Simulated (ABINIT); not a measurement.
**A GW chain in ABINIT: SiO2 (P3_221)**

Wanted: ground state, empty states, screening and self-energy for SiO2 (P3_221).

Program: ABINIT 10.8.3. Level of theory: PBE and many-body steps on it, plane waves. Results are calculated unless marked as measured.

### 1. Starting point

Symmetry: P3_221, No. 154, trigonal system. Conventional cell: a = 4.916 Å, b = 4.916 Å, c = 5.408 Å, α = 90.00°, β = 90.00°, γ = 120.00°. Nearest to Si lie 4 O at 1.61 Å. Nearest to O lie 2 Si at 1.61 Å. Farther neighbours and most contacts between anions are not listed.

The cell and positions come from the Crystallography Open Database and are kept as given unless a step says otherwise.

### 2. Ground state

This step: ABINIT 10.8.3; DFT, PBE, plane waves, norm-conserving pseudopotentials.

The ground-state density comes first.

Contents of run.abi:

```
acell 3*1.0 Angstrom
rprim 
  4.916359999971 0.000000000007 0.000000000000
  -2.458179999991 4.257692654122 0.000000000000
  0.000000000000 0.000000000000 5.408400000000
ntypat 2
znucl 14 8
natom 9
typat 1 1 1 2 2 2 2 2 2
xred 
  0.469730000000 0.000000000000 0.666666666667
  0.000000000000 0.469730000000 0.333333333333
  0.530270000000 0.530270000000 -0.000000000000
  0.413540000000 0.267580000000 0.785580000000
  0.732420000000 0.145960000000 0.452246666667
  0.854040000000 0.586460000000 0.118913333333
  0.267580000000 0.413540000000 0.214420000000
  0.145960000000 0.732420000000 0.547753333333
  0.586460000000 0.854040000000 0.881086666667
pp_dirpath "pseudos"
pseudos "Si.upf, O.upf"
ecut 36
ngkpt 6 6 4
nshiftk 1
shiftk 0 0 0
kptopt 1
chksymbreak 0
nband 32
occopt 1
tolvrs 1e-10
nstep 60
prtwf 0
indata_prefix "in"
outdata_prefix "out"
tmpdata_prefix "tmp"
```

Run with:

```console
$ OMP_NUM_THREADS=1 mpirun -n 4 abinit run.abi > log
```

Numbers of over 12 decimals in the logs are rounded to 6 here.

Output:

```text
.Version 10.8.3 of ABINIT. v10.8.2 released Aug 2026.

 Symmetries : space group P3_2 2 1 (#154); Bravais hP (primitive hexag.)
================================================================================
 Values of the parameters that define the memory need of the present run
     intxc =       0    ionmov =       0      iscf =       7    lmnmax =       6
     lnmax =       6     mgfft =      60  mpssoang =       3    mqgrid =    3001
     natom =       9  nloc_mem =       1    nspden =       1   nspinor =       1
    nsppol =       1      nsym =       6    n1xccc =    2501    ntypat =       2
    occopt =       1   xclevel =       2
-    mband =          32        mffmem =           1         mkmem =           6
       mpw =        7924          nfft =      174960          nkpt =          24
================================================================================
  Rough estimation (10% accuracy) of disk space for files :
================================================================================

--------------------------------------------------------------------------------
------------- Echo of variables that govern the present computation ------------
--------------------------------------------------------------------------------
 -outvars: echo values of preprocessed input variables --------
            acell      1.8897261259E+00  1.8897261259E+00  1.8897261259E+00 Bohr

      chksymbreak           0
             ecut      3.60000000E+01 Hartree
-          fftalg         312

              ixc     -101130
              kpt      0.00000000E+00  0.00000000E+00  0.00000000E+00
                       1.66666667E-01  0.00000000E+00  0.00000000E+00
                       3.33333333E-01  0.00000000E+00  0.00000000E+00
                       5.00000000E-01  0.00000000E+00  0.00000000E+00
                       1.66666667E-01  1.66666667E-01  0.00000000E+00
                       3.33333333E-01  1.66666667E-01  0.00000000E+00
                       3.33333333E-01  3.33333333E-01  0.00000000E+00
                       0.00000000E+00  0.00000000E+00  2.50000000E-01
                       1.66666667E-01  0.00000000E+00  2.50000000E-01
   [... 13 further rows ...]
                       3.33333333E-01  1.66666667E-01  5.00000000E-01
                       3.33333333E-01  3.33333333E-01  5.00000000E-01
         kptrlatt        6    0    0      0    6    0      0    0    4
          kptrlen      4.08815791E+01
P           mkmem           6
            natom           9
            nband          32
            ngfft          54      54      60
             nkpt          24
            nstep          60
             nsym           6
           ntypat           2
              occ      2.000000  2.000000  2.000000  2.000000  2.000000  2.000000
                       2.000000  2.000000  2.000000  2.000000  2.000000  2.000000
                       2.000000  2.000000  2.000000  2.000000  2.000000  2.000000
                       2.000000  2.000000  2.000000  2.000000  2.000000  2.000000
                       0.000000  0.000000  0.000000  0.000000  0.000000  0.000000
                       0.000000  0.000000
            prtwf           0
            rprim      4.9163600000E+00  7.0000000000E-12  0.0000000000E+00
[...]
spgroup         154

           tolvrs      1.00000000E-10

             xred      4.6973000000E-01  7.4014868308E-17  6.6666666667E-01
[...]
znucl       14.00000    8.00000

================================================================================

 chkinp: Checking input parameters for consistency.

================================================================================
== DATASET  1 ==================================================================
-   mpi_nproc: 4, omp_nthreads: 1 (-1 if OMP is not activated)

--- !DatasetInfo
iteration_state: {dtset: 1, }
dimensions: {natom: 9, nkpt: 24, mband: 32, nsppol: 1, nspinor: 1, nspden: 1, mpw: 7924, }
cutoff_energies: {ecut:  36.0, pawecutdg:  -1.0, }
electrons: {nelect:   4.80000000E+01, charge:   0.00000000E+00, occopt:   1.00000000E+00, tsmear:   1.00000000E-02, }

 Real(R)+Recip(G) space primitive vectors, cartesian coordinates (Bohr,Bohr^-1):
 R(1)=  9.2905739  0.0000000  0.0000000  G(1)=  0.1076360  0.0621437  0.0000000
 R(2)= -4.6452870  8.0458730  0.0000000  G(2)=  0.0000000  0.1242873  0.0000000
 R(3)=  0.0000000  0.0000000 10.2203948  G(3)=  0.0000000  0.0000000  0.0978436
 Unit cell volume ucvol=  7.6398247E+02 bohr^3
 Angles (23,13,12)=  9.00000000E+01  9.00000000E+01  1.20000000E+02 degrees

 getcut: wavevector=  0.0000  0.0000  0.0000  ngfft=  54  54  60
         ecut(hartree)=     36.000   => boxcut(ratio)=   2.15246

--- Pseudopotential description ------------------------------------------------
- Si Generated using ONCVPSP code by D. R. Hamann
- 14.00000   4.00000  171031                  znucl, zion, pspdat
12 -101130 2 -1 1510                          pspcod,pspxc,lmax,lloc,mmax
     nproj     2     2     2
  pspatm : epsatm=    9.34321561
         --- l  ekb(1:nproj) -->
[...]
pspatm: atomic psp has been read  and splines computed

- O Generated using ONCVPSP code by D. R. Hamann
-  8.00000   6.00000  171031                  znucl, zion, pspdat
[...]
Cartesian components of stress tensor (hartree/bohr^3)
  sigma(1 1)= -1.84605728E-04  sigma(3 2)=  0.00000000E+00
  sigma(2 2)= -1.84605728E-04  sigma(3 1)=  0.00000000E+00
  sigma(3 3)= -1.83318946E-04  sigma(2 1)=  0.00000000E+00

--- !ResultsGS
iteration_state: {dtset: 1, }
comment   : Summary of ground state results
lattice_vectors:
- [  9.2905739,   0.0000000,   0.0000000, ]
- [ -4.6452870,   8.0458730,   0.0000000, ]
- [  0.0000000,   0.0000000,  10.2203948, ]
lattice_lengths: [   9.29057,    9.29057,   10.22039, ]
lattice_angles: [ 90.000,  90.000, 120.000, ] # degrees, (23, 13, 12)
lattice_volume:   7.6398247E+02
convergence: {deltae:  2.984E-12, res2:  8.834E-11, residm:  1.083E-04, diffor: null, }
etotal    :  -1.12355417E+02
entropy   :   0.00000000E+00
fermie    :   7.22210299E-03
cartesian_stress_tensor: # hartree/bohr^3
- [ -1.84605728E-04,   0.00000000E+00,   0.00000000E+00, ]
- [  0.00000000E+00,  -1.84605728E-04,   0.00000000E+00, ]
- [  0.00000000E+00,   0.00000000E+00,  -1.83318946E-04, ]
pressure_GPa:   5.4187E+00
xred      :
- [  4.6973E-01,   7.4015E-17,   6.6667E-01, Si]
- [  1.6639E-18,   4.6973E-01,   3.3333E-01, Si]
- [  5.3027E-01,   5.3027E-01,   9.2519E-18, Si]
- [  4.1354E-01,   2.6758E-01,   7.8558E-01,  O]
- [  7.3242E-01,   1.4596E-01,   4.5225E-01,  O]
- [  8.5404E-01,   5.8646E-01,   1.1891E-01,  O]
- [  2.6758E-01,   4.1354E-01,   2.1442E-01,  O]
- [  1.4596E-01,   7.3242E-01,   5.4775E-01,  O]
- [  5.8646E-01,   8.5404E-01,   8.8109E-01,  O]
cartesian_forces: # hartree/bohr
- [  9.09309746E-04,   1.17464560E-15,  -3.48423264E-27, ]
- [ -4.54654873E-04,   7.87485340E-04,  -0.00000000E+00, ]
- [ -4.54654873E-04,  -7.87485340E-04,  -0.00000000E+00, ]
- [ -5.57697874E-03,   4.45723705E-04,  -2.40998233E-03, ]
- [  2.40248132E-03,  -5.05266712E-03,  -2.40998233E-03, ]
- [  3.17449742E-03,   4.60694341E-03,  -2.40998233E-03, ]
- [  3.17449742E-03,  -4.60694341E-03,   2.40998233E-03, ]
- [ -5.57697874E-03,  -4.45723705E-04,   2.40998233E-03, ]
- [  2.40248132E-03,   5.05266712E-03,   2.40998233E-03, ]
force_length_stats: {min:   9.09309746E-04, max:   6.09174657E-03, mean:   4.36426763E-03, }

 Integrated electronic density in atomic spheres:
 ------------------------------------------------
 Atom  Sphere_radius  Integrated_density
[...]
================================================================================

 ----iterations are completed or convergence reached----

 Mean square residual over all n,k,spin=   71.552E-08; max=  10.826E-05
 reduced coordinates (array xred) for    9 atoms
[...]
0.732420000000      0.145960000000      0.452246666667
       0.854040000000      0.586460000000      0.118913333333
       0.267580000000      0.413540000000      0.214420000000
       0.145960000000      0.732420000000      0.547753333333
       0.586460000000      0.854040000000      0.881086666667
 rms dE/dt=  2.7261E-02; max dE/dt=  5.1813E-02; dE/dt below (all hartree)
    1      -0.008448009425      0.004224004712      0.000000000000
    2       0.004224004712     -0.008448009425      0.000000000000
    3       0.004224004712      0.004224004712      0.000000000000
    4       0.051813333305     -0.029492902995      0.024630970778
    5      -0.022320430311      0.051813333305      0.024630970778
    6      -0.029492902995     -0.022320430311      0.024630970778
    7      -0.029492902995      0.051813333305     -0.024630970778
    8       0.051813333305     -0.022320430311     -0.024630970778
    9      -0.022320430311     -0.029492902995     -0.024630970778

 cartesian coordinates (angstrom) at end:
    1      2.309362     3.29e-12     3.605600
[...]
cartesian forces (hartree/bohr) at end:
[...]
frms,max,avg= 2.8876287E-03 5.5769787E-03   0.000E+00  0.000E+00  0.000E+00 h/b

 cartesian forces (eV/Angstrom) at end:
[...]
5      0.123541    -0.259819    -0.123926
    6      0.163239     0.236899    -0.123926
    7      0.163239    -0.236899     0.123926
    8     -0.286780    -0.022920     0.123926
    9      0.123541     0.259819     0.123926
 frms,max,avg= 1.4848784E-01 2.8677978E-01   0.000E+00  0.000E+00  0.000E+00 e/A
 length scales=  1.889726125908  1.889726125908  1.889726125908 bohr
              =  1.000000000000  1.000000000000  1.000000000000 angstroms
 prteigrs : about to open file out_EIG
 Fermi (or HOMO) energy (hartree) =   0.00722   Average Vxc (hartree)=  -0.33657
 Eigenvalues (hartree) for nkpt=  24  k points:
 kpt#   1, nband= 32, wtk=  0.00694, kpt=  0.0000  0.0000  0.0000 (reduced coord)
  -0.70406   -0.64788   -0.64788   -0.62422   -0.62303   -0.62303   -0.29529   -0.29529
  -0.19193   -0.19157   -0.18494   -0.18494   -0.10033   -0.10033   -0.09177   -0.08242
  -0.04761   -0.04761   -0.04668   -0.02946   -0.02946   -0.01788   -0.00436   -0.00436
   0.22885    0.35003    0.35003    0.36678    0.36678    0.41224    0.43553    0.45741
 prteigrs : prtvol=0 or 1, do not print more k-points.

--- !EnergyTerms
iteration_state     : {dtset: 1, }
comment             : Components of total free energy in Hartree
kinetic             :  7.35478190632645E+01
hartree             :  3.87035673064576E+01
xc                  : -3.03774863934743E+01
Ewald energy        : -6.94671569356594E+01
psp_core            :  4.09657855812079E+00
local_psp           : -1.13976247789052E+02
non_local_psp       : -1.48824908764666E+01
total_energy        : -1.12355417066810E+02
total_energy_eV     : -3.05734665063324E+03
band_energy         : -1.16529758247706E+01

 Cartesian components of stress tensor (hartree/bohr^3)
  sigma(1 1)= -1.84605728E-04  sigma(3 2)=  0.00000000E+00
  sigma(2 2)= -1.84605728E-04  sigma(3 1)=  0.00000000E+00
  sigma(3 3)= -1.83318946E-04  sigma(2 1)=  0.00000000E+00

-Cartesian components of stress tensor (GPa)         [Pressure=  5.4187E+00 GPa]
- sigma(1 1)= -5.43128802E+00  sigma(3 2)=  0.00000000E+00
- sigma(2 2)= -5.43128802E+00  sigma(3 1)=  0.00000000E+00
- sigma(3 3)= -5.39342959E+00  sigma(2 1)=  0.00000000E+00

== END DATASET(S) ==============================================================
================================================================================

 -outvars: echo values of variables after computation  --------
           etotal     -1.1235541707E+02
            nband          32
             nkpt          24
          spgroup         154
 [... the other variables as echoed above ...]

 Calculation completed.
```

It took 83 s on 4 MPI ranks of Arm Neoverse V1, shared host; peak memory 0.48 GiB.

This step gave:

- total energy: -3057.3467 eV
- gap: 6.031 eV
- k of the valence top: 0.3333, 0.3333, 0
- k of the conduction bottom: 0, 0, 0
- least direct gap: 6.346 eV
- pressure: 5.419 GPa

The gap is indirect, with the least direct gap 0.32 eV higher.

The cutoff was set for levels, not for stress, so the pressure can be off by some GPa.

(Part 1 of 3 ends here.)

[Paths, hosts, dates, memory and timing lines, banners, echoed tables and standing remarks are left out of the program output.]

[Logs are printed without paths, hosts, clocks, repeated set-up lines and the standing remarks that a program may print on its own settings, such as how far it seeks lower states.]

[Runs of the session that timed out or met a known fault of the program may be left out.]

[Hosts, paths, dates, database ids (printed as entryN), source tags and the programs' standing remarks are cut or masked in the printed files.]

[G0W0 gaps are taken among the corrected bands and points alone; a level outside them can change the order at an edge.]

[Where Ansatz stands beside ABINIT at settings called matched, ABINIT's density can come from a denser mesh and the files from another edition; pairs whose starting gaps differed by over 0.03 eV were left out, so agreement reads better than it is.]
